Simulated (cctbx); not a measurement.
**Lattice, Laue class and space group of a new crystal**

Cell: a = 8.4480 Å, b = 8.4480 Å, c = 5.7740 Å, α = 90.00°, β = 90.00°, γ = 120.00°. Expected content of the cell: Pb6 Zr4 Co2 Ti6.

Simulated single-crystal data (cctbx): Mo Kα, λ = 0.71073 Å, to d = 0.77 Å, 50 % of the full sphere, strongest reflection 40000 counts, noise from counting, a 1.5 % proportional error and a noise floor of 8 counts (s.d.); no absorption, some extinction.

Tests on the unmerged data give:

```text
1630 reflections to d = 0.773 A
centring   violations  <I/sigma> of those
    A        662 of   795     27.9
    B        674 of   814     27.6
    C        714 of   799     29.0
    I        686 of   823     27.3
    R        917 of  1068     28.5
    F       1025 of  1204     28.2
Laue class    unique    Rint  (classes that these axes allow; Friedel mates merged)
P -1             1222   0.014
P 1 1 2/m         808   0.015
P -3              536   0.016
P -3 1 m          309   0.018
P -3 m 1          330   0.018
P 6/m             300   0.018
P 6/m m m         198   0.019
space group    extra absences  I>4sigma  <I/sigma>
P 6 2 2                 0          0         -  acentric
P 63 2 2                4          0       0.0  acentric
P 6 m m                 0          0         -  acentric
P 63 c m              154          0      -0.1  acentric
P -6 m 2                0          0         -  acentric
P -6 c 2              154          0      -0.1  acentric
P -6 2 m                0          0         -  acentric
P 6/m m m               0          0         -  centric
P 63/m c m            154          0      -0.1  centric
Wilson B = 0.28 A^2   <|E^2-1|> = 0.738 (0.968 centric, 0.736 acentric)   E^2>4: 0.0 %
shell (A)         n   <I/sigma>
 7.32 - 1.54     33     64.0
 1.54 - 1.22     26     90.8
 1.22 - 1.07     25     61.5
 1.07 - 0.97     23     81.3
 0.97 - 0.90     24     68.2
 0.90 - 0.85     19     86.2
 0.85 - 0.81     25     66.0
 0.81 - 0.77     23     63.5
```

**Question.** What are the lattice type, the Laue class and the likely space group?

Every centring test has many violations, so the lattice is primitive.

Rint stays low (0.014 to 0.019) up to P 6/m m m, the highest class in these axes.

9 settings pass the absence test. The most absences obeyed, 154, belong to P 63 c m, P -6 c 2 and P 63/m c m, which absences can't tell apart.

⟨|E²−1|⟩ = 0.738 leans to a non-centrosymmetric structure. Here that hint misleads: the statistic assumes many like atoms on general positions, and few, heavy or special-position atoms break it. The Wilson B of 0.28 Å² means U ≈ 0.0035 Å².

The true group is P6_3/mcm (no. 193), Laue class 6/mmm, centrosymmetric. The tables only narrow the choice to the tied entries; cell content, site symmetry and trial solutions must settle it.

The model is made up (kin elements in a known structure type, no relaxation), so it says nothing on whether the phase exists.

[Logs are printed without paths, hosts, clocks, repeated set-up lines and the standing remarks that a program may print on its own settings, such as how far it seeks lower states.]
